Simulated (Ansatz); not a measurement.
Planning a run of Ansatz 0.2.0 on Sn2S3 (Ottemannite). The input:

```yaml
crystal:
  lattice:
    - [8.878, 0.0, 0.0]
    - [0.0, 3.751, 0.0]
    - [0.0, 0.0, 14.02]
  atoms:
    - { symbol: Sn, position: [0.16494, 0.25, 0.05195] }
    - { symbol: Sn, position: [0.33506, 0.75, 0.55195] }
    - { symbol: Sn, position: [0.66494, 0.25, 0.44805] }
    - { symbol: Sn, position: [0.83506, 0.75, 0.94805] }
    - { symbol: Sn, position: [0.48509, 0.75, 0.16936] }
    - { symbol: Sn, position: [0.01491, 0.25, 0.66936] }
    - { symbol: Sn, position: [0.98509, 0.75, 0.33064] }
    - { symbol: Sn, position: [0.51491, 0.25, 0.83064] }
    - { symbol: S, position: [0.98047, 0.75, 0.1064] }
    - { symbol: S, position: [0.51953, 0.25, 0.6064] }
    - { symbol: S, position: [0.48047, 0.75, 0.3936] }
    - { symbol: S, position: [0.01953, 0.25, 0.8936] }
    - { symbol: S, position: [0.33879, 0.75, 0.99524] }
    - { symbol: S, position: [0.16121, 0.25, 0.49524] }
    - { symbol: S, position: [0.83879, 0.75, 0.50476] }
    - { symbol: S, position: [0.66121, 0.25, 0.00476] }
    - { symbol: S, position: [0.28631, 0.25, 0.21246] }
    - { symbol: S, position: [0.21369, 0.75, 0.71246] }
    - { symbol: S, position: [0.78631, 0.25, 0.28754] }
    - { symbol: S, position: [0.71369, 0.75, 0.78754] }
kpoints:
  mp_grid: { grid: [2, 4, 2] }
hamiltonian:
  xc: r2scan
scf:
  occupations: { method: fixed }
gw:
  n_empty_bands: 420
  ecut_chi: 54
  qp_bands: [v4, c4]
  qp_kpoints: band_edges
  screening: { model: contour_deformation }
```

```sh
ansatz run input.yaml --threads 24 --pin off --max-ram 82944MiB --backend cuda --events-out ev --progress --plain --runs-dir out --devices 1 --max-vram 78GiB
```

Q: Estimate wall time and host memory on 1 × NVIDIA GB200 (shared by 2 runs) with 24 threads of Arm Neoverse V2, shared host.

It took 21 s; on shared hardware allow 10 s to 42 s. Peak host memory was 5.1 GiB. The sizes that set the cost: 11863 plane waves a state, 12 irreducible k points, 512 bands summed, 423 plane waves in the screening and 8 SCF cycles.

The screening grows as filled bands × empty bands × pairs of k points, times the square of the screening basis for the matrix.

[Paths, hosts, dates, memory and timing lines, banners, echoed tables and standing remarks are left out of the program output.]

[Logs are printed without paths, hosts, clocks, repeated set-up lines and the standing remarks that a program may print on its own settings, such as how far it seeks lower states.]

[Runs of the session that timed out or met a known fault of the program may be left out.]

[Cells called generated may have been cut or substituted from an entry of the Crystallography Open Database or the Materials Project.]

[Hosts, paths, dates, database ids (printed as entryN), source tags and the programs' standing remarks are cut or masked in the printed files.]
